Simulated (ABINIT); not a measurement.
**BP (F-43m): a self-consistent loop beyond G0W0, cycle by cycle**

Aim: iterate the self-energy on BP (F-43m) and follow the gap from cycle to cycle.

Method: PBE and many-body steps on it, plane waves, in ABINIT 10.8.3.

Most raw output is cut from this account.

**1. The structure**

The structure is cubic, space group F-43m (No. 216). The conventional cell has a = 4.538 Å, b = 4.538 Å, c = 4.538 Å, α = 90.00°, β = 90.00°, γ = 90.00°. Nearest to B lie 4 P at 1.97 Å. P has 4 B at 1.97 Å nearest. Farther neighbours are not listed.

The cell and positions come from the Crystallography Open Database and are kept as given unless a step says otherwise.

**2. Empty states on the mesh, 6×6×6 mesh, 29 bands**

This step: ABINIT 10.8.3; DFT, PBE, plane waves, norm-conserving pseudopotentials.

The sums over transitions need many empty states on a uniform mesh; this step solves for them.

run.abi

```
acell 3*1.0 Angstrom
rprim 
  0.000000000000 2.269000000000 2.269000000000
  2.269000000000 0.000000000000 2.269000000000
  2.269000000000 2.269000000000 0.000000000000
ntypat 2
znucl 5 15
natom 2
typat 1 2
xred 
  0.000000000000 0.000000000000 0.000000000000
  0.250000000000 0.250000000000 0.250000000000
pp_dirpath "pseudos"
pseudos "B.upf, P.upf"
ecut 34
ngkpt 6 6 6
nshiftk 1
shiftk 0 0 0
kptopt 1
chksymbreak 0
iscf -2
irdden 1
istwfk *1
nband 29
nbdbuf 4
tolwfr 1e-09
nstep 60
prtvol 0
indata_prefix "in"
outdata_prefix "out"
tmpdata_prefix "tmp"
```

Run with:

```sh
OMP_NUM_THREADS=1 mpirun -n 4 abinit run.abi > log
```

It took 3.8 s on 4 MPI ranks of Arm Neoverse V1, shared host; peak memory 0.24 GiB; 15 s of CPU time.

This step gave:

```yaml
gap: 1.347 eV
k_of_the_valence_top: 0, 0, 0
k_of_the_conduction_bottom: 0.5, 0.5, 0
least_direct_gap: 3.407 eV
k_points_computed: 16
lowest_point_of_the_top_converged_band_above_the_valence_top: 40.00 eV
```

On this mesh the gap is 1.347 eV.

The density comes from a self-consistent run that is not shown.

**3. Screening, 6×6×6 mesh, 25 bands, screening to 106.1 eV**

The RPA dielectric matrix is built and inverted for each q.

This step: RPA screening on PBE, plane waves, norm-conserving pseudopotentials.

Changes to run.abi since step 2:

```diff
@@ -20,10 +20,11 @@
 chksymbreak 0
-iscf -2
-irdden 1
 istwfk *1
-nband 29
-nbdbuf 4
-tolwfr 1e-09
-nstep 60
-prtvol 0
+occopt 1
+irdwfk 1
+optdriver 3
+nband 25
+ecuteps 3.9
+inclvkb 2
+awtr 1
+symchi 1
 indata_prefix "in"
```

Wall time 9.7 s (4 MPI ranks); peak memory 0.43 GiB.

Numbers from this step:

| Quantity | Value |
| --- | --- |
| ε∞ with local fields, on this mesh, along the program's q direction | 9.728 |
| the same without local fields | 10.65 |
| plasma frequency | 21.73 eV |
| plane waves in the screening matrix | 59 |

Local fields lower ε∞ by 9 %.

**4. G0W0**

The self-energy is evaluated for the states that the input lists, and the levels follow from it, in one-shot runs by the linearised quasiparticle equation.

This step: G0W0 on PBE, plane waves, norm-conserving pseudopotentials.

Changes to run.abi since step 3:

```diff
@@ -23,8 +23,17 @@
 irdwfk 1
-optdriver 3
+optdriver 4
 nband 25
+gwcalctyp 0
+ecutsigx 34
+symsigma 1
+nkptgw 2
+kptgw 
+  0.0000000000 0.0000000000 0.0000000000
+  0.5000000000 0.5000000000 0.0000000000
+bdgw 
+  2 7
+  3 6
 ecuteps 3.9
-inclvkb 2
-awtr 1
-symchi 1
+irdscr 1
+ppmodel 1
 indata_prefix "in"
```

The job ended after 2.7 s (4 MPI ranks; peak memory 0.12 GiB).

This step gave:

- G0W0 gap on the points computed: 1.926 eV
- starting gap on the mesh: 1.347 eV
- k of the valence top: 0, 0, 0
- k of the conduction bottom: 0.5, 0.5, 0
- Z at the valence top: 0.797
- Z at the conduction bottom: 0.809
- least direct G0W0 gap on the computed points: 4.234 eV

The gap on the mesh goes from 1.35 eV to 1.93 eV, a correction of +0.58 eV.

**5. evGW0, cycle 1**

This step: evGW0 on PBE, plane waves, norm-conserving pseudopotentials.

Changes to run.abi since step 4:

```diff
@@ -25,12 +25,40 @@
 nband 25
-gwcalctyp 0
+gwcalctyp 10
 ecutsigx 34
 symsigma 1
-nkptgw 2
+nkptgw 16
 kptgw 
   0.0000000000 0.0000000000 0.0000000000
+  0.1666666667 0.0000000000 0.0000000000
+  0.3333333333 0.0000000000 0.0000000000
+  0.5000000000 0.0000000000 0.0000000000
+  0.1666666667 0.1666666667 0.0000000000
+  0.3333333333 0.1666666667 0.0000000000
+  0.5000000000 0.1666666667 0.0000000000
+  -0.3333333333 0.1666666667 0.0000000000
+  -0.1666666667 0.1666666667 0.0000000000
+  0.3333333333 0.3333333333 0.0000000000
+  0.5000000000 0.3333333333 0.0000000000
+  -0.3333333333 0.3333333333 0.0000000000
   0.5000000000 0.5000000000 0.0000000000
+  0.5000000000 0.3333333333 0.1666666667
+  -0.3333333333 0.3333333333 0.1666666667
+  -0.3333333333 0.5000000000 0.1666666667
 bdgw 
-  2 7
-  3 6
+  1 8
+  1 8
+  1 8
+  1 8
+  1 8
+  1 8
+  1 8
+  1 8
+  1 8
+  1 8
+  1 8
+  1 8
+  1 8
+  1 8
+  1 8
+  1 8
 ecuteps 3.9
```

It took 30 s on 4 MPI ranks; peak memory 0.66 GiB; 2 min of CPU time.

Numbers from this step:

```
quasiparticle gap on the mesh                         : 2.065 eV
gap of the density functional on the mesh             : 1.347 eV
k of the valence top                                  : 0, 0, 0
k of the conduction bottom                            : 0.5, 0.5, 0
Z at the valence top                                  : 0.797
Z at the conduction bottom                            : 0.809
least direct quasiparticle gap on the computed points : 4.445 eV
```

Against G0W0 in ABINIT (6×6×6 mesh, 25 bands, screening to 106.1 eV, Godby-Needs plasmon pole), the gap moves by +0.139 eV. This first cycle still uses the starting levels; it takes the full correction, at all points of the mesh, and its linearised value is 1.926 eV.

**6. evGW0, cycle 2**

The corrected levels of the last cycle go back in.

Changes to run.abi since step 5:

```diff
@@ -66,2 +66,3 @@
 ppmodel 1
+irdqps 1
 indata_prefix "in"
```

Elapsed: 30 s, on 4 MPI ranks; peak memory 0.66 GiB; 2 min of CPU time.

Numbers from this step:

* quasiparticle gap on the mesh: 2.013 eV
* gap of the density functional on the mesh: 1.347 eV
* k of the valence top: 0, 0, 0
* k of the conduction bottom: 0.5, 0.5, 0
* least direct quasiparticle gap on the computed points: 4.337 eV

Against the cycle before, the gap moves by −0.052 eV.

**7. evGW0, cycle 3**

run.abi is that of step 6.

Elapsed: 30 s, on 4 MPI ranks; peak memory 0.66 GiB; 2 min of CPU time.

This step gave:

```
quasiparticle gap on the mesh                         : 2.014 eV
gap of the density functional on the mesh             : 1.347 eV
k of the valence top                                  : 0, 0, 0
k of the conduction bottom                            : 0.5, 0.5, 0
least direct quasiparticle gap on the computed points : 4.347 eV
```

Against the cycle before, the gap moves by +0.001 eV.

**8. Screening, 6×6×6 mesh, 25 bands, screening to 106.1 eV**

This step: RPA screening on PBE, plane waves, norm-conserving pseudopotentials.

run.abi

```
acell 3*1.0 Angstrom
rprim 
  0.000000000000 2.269000000000 2.269000000000
  2.269000000000 0.000000000000 2.269000000000
  2.269000000000 2.269000000000 0.000000000000
ntypat 2
znucl 5 15
natom 2
typat 1 2
xred 
  0.000000000000 0.000000000000 0.000000000000
  0.250000000000 0.250000000000 0.250000000000
pp_dirpath "pseudos"
pseudos "B.upf, P.upf"
ecut 34
ngkpt 6 6 6
nshiftk 1
shiftk 0 0 0
kptopt 1
chksymbreak 0
istwfk *1
occopt 1
irdwfk 1
optdriver 3
nband 25
ecuteps 3.9
inclvkb 2
awtr 1
symchi 1
gwcalctyp 10
mbpt_sciss 1.081 eV
nqptdm 1
qptdm 
  0 0 0
indata_prefix "in"
outdata_prefix "out"
tmpdata_prefix "tmp"
```

Elapsed: 2.3 s, on 4 MPI ranks; peak memory 0.12 GiB; 9 s of CPU time.

This step gave:

```
ε∞ with local fields, on this mesh, along the program's q direction : 8.418
the same without local fields                                       : 9.123
plasma frequency                                                    : 21.73 eV
plane waves in the screening matrix                                 : 59
```

This screening uses the functional's bands under a rigid shift, the mean opening of the cycle before.

**9. Screening, 6×6×6 mesh, 25 bands, screening to 106.1 eV**

This step: RPA screening on PBE from quasiparticle energies, plane waves, norm-conserving pseudopotentials.

Changes to run.abi since step 8:

```diff
@@ -29,7 +29,21 @@
 symchi 1
+irdqps 1
 gwcalctyp 10
-mbpt_sciss 1.081 eV
-nqptdm 1
+nqptdm 15
 qptdm 
-  0 0 0
+  0.1666666667 0.0000000000 0.0000000000
+  0.3333333333 0.0000000000 0.0000000000
+  0.5000000000 0.0000000000 0.0000000000
+  0.1666666667 0.1666666667 0.0000000000
+  0.3333333333 0.1666666667 0.0000000000
+  0.5000000000 0.1666666667 0.0000000000
+  -0.3333333333 0.1666666667 0.0000000000
+  -0.1666666667 0.1666666667 0.0000000000
+  0.3333333333 0.3333333333 0.0000000000
+  0.5000000000 0.3333333333 0.0000000000
+  -0.3333333333 0.3333333333 0.0000000000
+  0.5000000000 0.5000000000 0.0000000000
+  0.5000000000 0.3333333333 0.1666666667
+  -0.3333333333 0.3333333333 0.1666666667
+  -0.3333333333 0.5000000000 0.1666666667
 indata_prefix "in"
```

mrgscr.stdin

```
2
merged
q0_SCR
out_SCR
1
```

Run with:

```sh
OMP_NUM_THREADS=1 mpirun -n 4 abinit run.abi > log; mrgscr < mrgscr.stdin
```

Run time: 9.4 s. Hardware: 4 MPI ranks; peak memory 0.41 GiB.

Numbers from this step:

```yaml
plasma_frequency: 21.73 eV
plane_waves_in_the_screening_matrix: 59
```

This screening reads the quasiparticle levels of the cycle before.

**10. evGW, cycle 1**

This step: evGW on PBE, plane waves, norm-conserving pseudopotentials.

Changes to run.abi since step 9:

```diff
@@ -23,12 +23,10 @@
 irdwfk 1
-optdriver 3
+optdriver 4
 nband 25
-ecuteps 3.9
-inclvkb 2
-awtr 1
-symchi 1
-irdqps 1
 gwcalctyp 10
-nqptdm 15
-qptdm 
+ecutsigx 34
+symsigma 1
+nkptgw 16
+kptgw 
+  0.0000000000 0.0000000000 0.0000000000
   0.1666666667 0.0000000000 0.0000000000
@@ -48,2 +46,23 @@
   -0.3333333333 0.5000000000 0.1666666667
+bdgw 
+  1 8
+  1 8
+  1 8
+  1 8
+  1 8
+  1 8
+  1 8
+  1 8
+  1 8
+  1 8
+  1 8
+  1 8
+  1 8
+  1 8
+  1 8
+  1 8
+ecuteps 3.9
+irdscr 1
+ppmodel 1
+irdqps 1
 indata_prefix "in"
```

Run with:

```sh
OMP_NUM_THREADS=1 mpirun -n 4 abinit run.abi > log
```

Run time: 31 s. Hardware: 4 MPI ranks; peak memory 0.66 GiB.

Numbers from this step:

| Quantity | Value |
| --- | --- |
| quasiparticle gap on the mesh | 2.136 eV |
| gap of the density functional on the mesh | 1.347 eV |
| k of the valence top | 0, 0, 0 |
| k of the conduction bottom | 0.5, 0.5, 0 |
| least direct quasiparticle gap on the computed points | 4.483 eV |

Against G0W0 in ABINIT (6×6×6 mesh, 25 bands, screening to 106.1 eV, Godby-Needs plasmon pole), the gap moves by +0.210 eV.

**11. Screening, 6×6×6 mesh, 25 bands, screening to 106.1 eV**

This step: RPA screening on PBE, plane waves, norm-conserving pseudopotentials.

run.abi

```
acell 3*1.0 Angstrom
rprim 
  0.000000000000 2.269000000000 2.269000000000
  2.269000000000 0.000000000000 2.269000000000
  2.269000000000 2.269000000000 0.000000000000
ntypat 2
znucl 5 15
natom 2
typat 1 2
xred 
  0.000000000000 0.000000000000 0.000000000000
  0.250000000000 0.250000000000 0.250000000000
pp_dirpath "pseudos"
pseudos "B.upf, P.upf"
ecut 34
ngkpt 6 6 6
nshiftk 1
shiftk 0 0 0
kptopt 1
chksymbreak 0
istwfk *1
occopt 1
irdwfk 1
optdriver 3
nband 25
ecuteps 3.9
inclvkb 2
awtr 1
symchi 1
gwcalctyp 10
mbpt_sciss 1.246 eV
nqptdm 1
qptdm 
  0 0 0
indata_prefix "in"
outdata_prefix "out"
tmpdata_prefix "tmp"
```

Elapsed: 2.3 s, on 4 MPI ranks; peak memory 0.12 GiB; 9 s of CPU time.

This step gave:

```yaml
eps_infinity_with_local_fields_on_this_mesh_along_the_program_s_q_direction: 8.254
the_same_without_local_fields: 8.934
plasma_frequency: 21.73 eV
plane_waves_in_the_screening_matrix: 59
```

This screening uses the functional's bands under a rigid shift, the mean opening of the cycle before.

**12. Screening, 6×6×6 mesh, 25 bands, screening to 106.1 eV**

This step: RPA screening on PBE from quasiparticle energies, plane waves, norm-conserving pseudopotentials.

Changes to run.abi since step 11:

```diff
@@ -29,7 +29,21 @@
 symchi 1
+irdqps 1
 gwcalctyp 10
-mbpt_sciss 1.246 eV
-nqptdm 1
+nqptdm 15
 qptdm 
-  0 0 0
+  0.1666666667 0.0000000000 0.0000000000
+  0.3333333333 0.0000000000 0.0000000000
+  0.5000000000 0.0000000000 0.0000000000
+  0.1666666667 0.1666666667 0.0000000000
+  0.3333333333 0.1666666667 0.0000000000
+  0.5000000000 0.1666666667 0.0000000000
+  -0.3333333333 0.1666666667 0.0000000000
+  -0.1666666667 0.1666666667 0.0000000000
+  0.3333333333 0.3333333333 0.0000000000
+  0.5000000000 0.3333333333 0.0000000000
+  -0.3333333333 0.3333333333 0.0000000000
+  0.5000000000 0.5000000000 0.0000000000
+  0.5000000000 0.3333333333 0.1666666667
+  -0.3333333333 0.3333333333 0.1666666667
+  -0.3333333333 0.5000000000 0.1666666667
 indata_prefix "in"
```

mrgscr.stdin is that of step 9.

Run with:

```sh
OMP_NUM_THREADS=1 mpirun -n 4 abinit run.abi > log; mrgscr < mrgscr.stdin
```

The job ended after 9.4 s (4 MPI ranks; peak memory 0.41 GiB; 37 s of CPU time).

This step gave:

* plasma frequency: 21.73 eV
* plane waves in the screening matrix: 59

This screening reads the quasiparticle levels of the cycle before.

**13. evGW, cycle 2**

This step: evGW on PBE, plane waves, norm-conserving pseudopotentials.

Changes to run.abi since step 12:

```diff
@@ -23,12 +23,10 @@
 irdwfk 1
-optdriver 3
+optdriver 4
 nband 25
-ecuteps 3.9
-inclvkb 2
-awtr 1
-symchi 1
-irdqps 1
 gwcalctyp 10
-nqptdm 15
-qptdm 
+ecutsigx 34
+symsigma 1
+nkptgw 16
+kptgw 
+  0.0000000000 0.0000000000 0.0000000000
   0.1666666667 0.0000000000 0.0000000000
@@ -48,2 +46,23 @@
   -0.3333333333 0.5000000000 0.1666666667
+bdgw 
+  1 8
+  1 8
+  1 8
+  1 8
+  1 8
+  1 8
+  1 8
+  1 8
+  1 8
+  1 8
+  1 8
+  1 8
+  1 8
+  1 8
+  1 8
+  1 8
+ecuteps 3.9
+irdscr 1
+ppmodel 1
+irdqps 1
 indata_prefix "in"
```

Run with:

```sh
OMP_NUM_THREADS=1 mpirun -n 4 abinit run.abi > log
```

The job ended after 30 s (4 MPI ranks; peak memory 0.66 GiB).

This step gave:

* quasiparticle gap on the mesh: 2.146 eV
* gap of the density functional on the mesh: 1.347 eV
* k of the valence top: 0, 0, 0
* k of the conduction bottom: 0.5, 0.5, 0
* least direct quasiparticle gap on the computed points: 4.494 eV

Against the cycle before, the gap moves by +0.010 eV.

**14. The runs together**

Times are wall times on 4 MPI ranks of Arm Neoverse V1, shared host, good to a factor of about two. A run's time includes the screening step that it read.

```csv
run,mesh,bands,screening cutoff (eV),DFT gap (eV),gap on the mesh (eV),direct (eV),ε∞ used,time
G0W0,6×6×6,25,106.1,1.347,1.926,4.234,9.73,12 s
"evGW0, cycle 1",6×6×6,25,106.1,1.347,2.065,4.445,9.73,40 s
"evGW0, cycle 2",6×6×6,25,106.1,1.347,2.013,4.337,9.73,40 s
"evGW0, cycle 3",6×6×6,25,106.1,1.347,2.014,4.347,9.73,40 s
"evGW, cycle 1",6×6×6,25,106.1,1.347,2.136,4.483,8.42,43 s
"evGW, cycle 2",6×6×6,25,106.1,1.347,2.146,4.494,8.25,42 s
```

**15. Results**

* G0W0: 1.926 eV
* evGW0, cycle 1: 2.065 eV
* evGW0, cycle 2: 2.013 eV
* evGW0, cycle 3: 2.014 eV
* evGW, cycle 1: 2.136 eV
* evGW, cycle 2: 2.146 eV
* known limits: not at the basis limit

What this shows: Only the bands that the input lists are updated; the others, empty or deep, keep the functional's energies or take a rigid shift. The evGW loop starts from the last levels of evGW0, so its cycles and time come on top of those. evGW0 ends at 2.01 eV, +0.09 eV from G0W0, after 3 cycles that took 90 s beside the first screening; the last moved the gap by 0.001 eV. evGW ends at 2.15 eV, +0.22 eV from G0W0, after 2 cycles that took 85 s beside the first screening; the last moved the gap by 0.010 eV. The first cycle of evGW0 takes the full correction, without the factor Z, so it overshoots the one-shot value. Bands and cutoff are finite, so the gap is not at the basis limit. The miss can reach some tenths of an eV and take either sign; the mesh is an error of its own. A denser mesh or path gives a starting gap of 1.26 eV: the GW mesh misses a band edge, so its gaps are not the fundamental one. In the updated screening the q = 0 part is built from Kohn-Sham bands under a rigid shift, the other q from the quasiparticle levels.

[Paths, hosts, dates, memory and timing lines, banners, echoed tables and standing remarks are left out of the program output.]

[Logs are printed without paths, hosts, clocks, repeated set-up lines and the standing remarks that a program may print on its own settings, such as how far it seeks lower states.]

[Runs of the session that timed out or met a known fault of the program may be left out.]

[Hosts, paths, dates, database ids (printed as entryN), source tags and the programs' standing remarks are cut or masked in the printed files.]

[G0W0 gaps are taken among the corrected bands and points alone; a level outside them can change the order at an edge.]

[Where Ansatz stands beside ABINIT at settings called matched, ABINIT's density can come from a denser mesh and the files from another edition; pairs whose starting gaps differed by over 0.03 eV were left out, so agreement reads better than it is.]
